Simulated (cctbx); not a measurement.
## CdGaSe2: as given, inverted or twinned?

Space group P-4m2 (no. 115), a = 4.1270 Å, b = 4.1270 Å, c = 6.1190 Å, α = 90.00°, β = 90.00°, γ = 90.00°.

```csv
atom,mult.,x,y,z,Ueq (Å²)
Cd1,1,0,0,0,0.0037
Se1,2,1/2,0,0.2752,0.0033
Ga1,1,1/2,1/2,1/2,0.0061
```

The model was made for the exercise: a known structure type with other elements put in, its volume estimated, not relaxed; displacement parameters are assumed.

Data sets are simulated with cctbx and refined with Bijvoet mates kept apart; Flack x is then fitted as the share of an inverted twin with the atoms fixed, Hooft y from the Bijvoet differences. The group is acentric but holds improper operations, so there is an absolute structure (orientation) and no hand.

Untwinned crystal. What Flack and Hooft values should come out?

```
  λ (Å)  extinction (unmodelled)  d min (Å)  top counts  error (%)     model      R1  Flack x   s.u.  Hooft y   s.u.  pairs
0.71073                      0.3       0.77        5000          4  as given  0.0156     0.05   0.04    0.040  0.025     58
0.71073                      0.3       0.77        5000          4  inverted  0.0425     0.95   0.04    0.969  0.025     58
1.54184                        0       0.83        5000          2  as given  0.0124   -0.026  0.019    0.001  0.015     45
```

With Mo Kα, x is within 3 s.u. of 0, so the absolute structure is right. With Cu Kα, x is within 3 s.u. of 0, so the absolute structure is right. Inverting the model turns x into about 1 − x.

A further crystal gives:

| λ (Å) | extinction (unmodelled) | d min (Å) | top counts | error (%) | model | R1 | Flack x | s.u. | Hooft y | s.u. | pairs |
| --- | --- | --- | --- | --- | --- | --- | --- | --- | --- | --- | --- |
| 0.71073 | 0 | 0.84 | 20000 | 6 | as given | 0.0173 | 0.29 | 0.03 | 0.312 | 0.026 | 43 |

**Question.** What is it?

It was simulated as an inversion twin with a fraction 0.3 of the inverted domain. Flack x is over 3 s.u. from both 0 and 1 and reads that fraction.

[Logs are printed without paths, hosts, clocks, repeated set-up lines and the standing remarks that a program may print on its own settings, such as how far it seeks lower states.]
